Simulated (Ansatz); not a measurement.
# H-GaAs-H chair monolayer in a perpendicular field, part 3 of 3

Wanted: the out-of-plane response of the H-GaAs-H chair monolayer. A positive field points along +c.

Ansatz 0.2.0; plane-wave DFT, PBE-D3(BJ), Ansatz PAW.

So far. Step 2 (Relaxing the slab): The lattice constant a goes from 3.977 to 4.044 Å. Step 3 (Single point, field 0): The gap is 1.77 eV, with the valence edge 5.91 eV and the conduction edge 4.13 eV under the upper vacuum level.

### 4. Atoms held, field 0.1 V/Å

Input file input.yaml:

```yaml
crystal:
  lattice:
    - [4.0440694543, 0.0, 0.0]
    - [-2.0220347272, 3.5022668821, 0.0]
    - [0.0, 0.0, 21.8733201739]
  atoms:
    - { symbol: H, position: [0.6666666667, 0.3333333333, 0.4114601683] }
    - { symbol: As, position: [0.6666666667, 0.3333333333, 0.4809001581] }
    - { symbol: Ga, position: [0.3333333333, 0.6666666667, 0.5172215288] }
    - { symbol: H, position: [0.3333333333, 0.6666666667, 0.5885398317] }
kpoints:
  mp_grid: { grid: [12, 12, 1] }
  band_path:
    path: [[0, 0, 0], [0.5, 0, 0], [0.33333333, 0.33333333, 0], [0, 0, 0]]
    npoints: 16
hamiltonian:
  xc: pbe
  dispersion: d3bj
scf:
  occupations: { method: fermi_dirac, width: 0.02585 }
  convergence: { dr2_threshold: 1.0e-10 }
efield:
  axis: 3
  dipole_correction: true
  ramp_position: 0.97
  ramp_width: 0.06
  amplitude: 0.1
output:
  write_potential: true
  write_density: true
  volumetric_format: npy
```

The run is started by

```sh
ansatz run input.yaml --threads 2 --pin off --max-ram 3072MiB --backend cpu --events-out ev --progress --plain --runs-dir out
```

The log of the run:

```text
[...]
Crystal: 4 atoms, lattice volume = 309.801 Å³
Basis set: ecut = 420 eV, 6049 PW (Γ)
Bands: 19, of which v1, the nominal top of the filled ones, is band 15 counted from 1 (14 counted from 0)
Symmetry: 6 space group operations
[...]
k-points: 19 of 144 (time reversal used)
[...]
--- Band table (eV; the first three rows and the last of 19) ---
  k-point 0: bands = [... 11 lower, -9.0259, -5.4239, -3.2818, -3.2818, -1.5119, 0.3007, 1.2722, 1.7839]
  k-point 1: bands = [... 11 lower, -9.0080, -5.4633, -3.9007, -3.4037, -0.8991, 0.3424, 1.3392, 1.6127]
  k-point 2: bands = [... 11 lower, -8.9698, -5.7001, -4.7168, -3.6980, -0.2718, 0.4914, 1.5454, 1.7143]
  k-point 18: bands = [... 11 lower, -9.3480, -7.0745, -6.1869, -5.0734, 1.1466, 1.4669, 2.0156, 3.4102]
[key lines of the parts left out:]
SCF converged after 11 iterations
Free energy (F): -8671.312404 eV
Fermi energy:    -2.387539 eV
Dipole field:    D = -0.040183 V/Å  (p = -0.068796 e·Å, saw-weighted, corrected)
```

Elapsed: 12 s, on 2 threads of Arm Neoverse V1, shared host; peak memory 0.51 GiB; 23 s of CPU time.

The dipole is -0.0688 e·Å, 0.0298 e·Å from its value without field, and the gap 1.770 eV.

### 5. Atoms held, field -0.1 V/Å

Edit input.yaml of step 4 so:

```diff
@@ -26,3 +26,3 @@
   ramp_width: 0.06
-  amplitude: 0.1
+  amplitude: -0.1
 output:
```

The log of the run:

```text
[...]
Crystal: 4 atoms, lattice volume = 309.801 Å³
Basis set: ecut = 420 eV, 6049 PW (Γ)
Bands: 19, of which v1, the nominal top of the filled ones, is band 15 counted from 1 (14 counted from 0)
Symmetry: 6 space group operations
[...]
k-points: 19 of 144 (time reversal used)
[...]
--- Band table (eV; the first three rows and the last of 19) ---
  k-point 0: bands = [... 11 lower, -9.0199, -5.4438, -3.2718, -3.2718, -1.5008, 0.5635, 1.6991, 1.7836]
  k-point 1: bands = [... 11 lower, -9.0024, -5.4801, -3.8949, -3.3940, -0.8860, 0.5919, 1.5438, 1.8714]
  k-point 2: bands = [... 11 lower, -8.9657, -5.7000, -4.7283, -3.6888, -0.2553, 0.7046, 1.6247, 2.1252]
  k-point 18: bands = [... 11 lower, -9.3591, -7.0398, -6.1794, -5.1106, 1.1856, 1.4751, 2.0269, 3.4667]
[key lines of the parts left out:]
SCF converged after 11 iterations
Free energy (F): -8671.332125 eV
Fermi energy:    -2.377044 eV
Dipole field:    D = -0.075001 V/Å  (p = -0.128407 e·Å, saw-weighted, corrected)
```

The job ended after 11 s (2 threads; peak memory 0.51 GiB; 23 s of CPU time).

The dipole is -0.128 e·Å, -0.0298 e·Å from its value without field, and the gap 1.771 eV.

### 6. Response, atoms held

This step: plane-wave DFT, PBE-D3(BJ), Ansatz PAW; response to a field along the normal, atoms held (Ansatz 0.2.0).

The dipoles give the slope, and the difference of two potentials shows where the field is screened.

Numbers from this step:

```yaml
equivalent_conductor_thickness_p_eps_0ae: 3.808 Å
distance_between_the_outer_atoms: 3.873 Å
```

Table of dipole of the cell by applied field:

```
applied field (V/Å)  dipole of the cell (e·Å)
            -0.1000                    -0.128
             0.0000                   -0.0986
             0.1000                   -0.0688
```

Local field over the applied field, running mean. From the potentials at -0.1 and 0.1 V/Å; running mean over 2.5 Å. The local field over applied field by z:

```
z (Å)  local field over applied field
  4.5                           1.000
  5.0                           1.000
  5.5                           0.999
  6.0                           0.996
  6.5                           0.989
  7.0                           0.966
  7.5                           0.909
  8.0                           0.801
  8.5                           0.659
  9.0                           0.504
  9.5                           0.333
 10.0                           0.194
 10.5                           0.139
 11.0                           0.144
 11.5                           0.170
 12.0                           0.261
 12.5                           0.405
 13.0                           0.548
 13.5                           0.681
 14.0                           0.815
 14.5                           0.917
 15.0                           0.969
 15.5                           0.990
 16.0                           0.997
 16.5                           0.999
 17.0                           1.000
 17.5                           1.000
```

Electrons, planar mean, per unit field. Table of induced electron density by z:

```
z (Å)  induced electron density (e/Å³ per V/Å)
  4.5                                   3.4e-7
  5.0                                   1.2e-6
  5.5                                   4.1e-6
  6.0                                   1.4e-5
  6.5                                   4.8e-5
  7.0                                   1.5e-4
  7.5                                   4.5e-4
  8.0                                  0.00121
  8.5                                  0.00261
  9.0                                  0.00298
  9.5                                   9.4e-4
 10.0                                  0.00147
 10.5                                  0.00140
 11.0                                  -9.7e-4
 11.5                                 -0.00254
 12.0                                  -8.0e-5
 12.5                                  -5.6e-4
 13.0                                 -0.00308
 13.5                                 -0.00241
 14.0                                 -0.00110
 14.5                                  -4.2e-4
 15.0                                  -1.4e-4
 15.5                                  -4.3e-5
 16.0                                  -1.3e-5
 16.5                                  -3.6e-6
 17.0                                  -9.8e-7
 17.5                                  -2.6e-7
```

The smaller of the gaps on the path and on the k-mesh, counted as 0 under 0.03 eV. The gap stays at 1.77 eV for applied field from -0.1 to 0.1 V/Å.

By hand: between -0.1 and 0.1 V/Å the dipole changes by 0.05961 e·Å, a slope of 0.2981 e·Å²/V. A perfect conductor of thickness t has p = ε₀AEt, so t = 180.95 × 0.2981 / 14.163 = 3.81 Å (e/ε₀ = 180.95 V·Å, A in Å²).

The induced dipole is that of a conductor 3.81 Å thick.

### 7. Outcome

| Item | Value |
| --- | --- |
| gap without field | 1.77 eV |
| ionisation energy, upper face | 5.91 eV |
| electron affinity, upper face | 4.13 eV |
| step between the vacuum levels | 1.26 eV |
| equivalent conductor thickness, atoms held | 3.81 Å |

The induced dipole equals that of a perfect conductor 3.81 Å thick, while the outer atoms lie 3.87 Å apart; an out-of-plane ε follows only once a thickness t is chosen, by 1 − 1/ε = 3.81 Å / t. The two faces differ: the vacuum level above lies 1.26 eV higher than the one below. The gap stays within 0.01 eV of 1.77 eV over the fields run, up to 0.1 V/Å in size. Semilocal functionals give gaps that are too small, and excitons are not included. Spin-orbit coupling is left out.

[Long decimals in the printed logs are rounded to 6 places.]

[Logs are printed without paths, hosts, clocks, repeated set-up lines and the standing remarks that a program may print on its own settings, such as how far it seeks lower states.]

[Hosts, paths, dates, database ids (printed as entryN), source tags and the programs' standing remarks are cut or masked in the printed files.]

[Maps of the electrostatic potential energy from Ansatz leave out the sawtooth potential of an applied field or a dipole correction, so their vacuum need not be flat; planar profiles and work functions include it.]
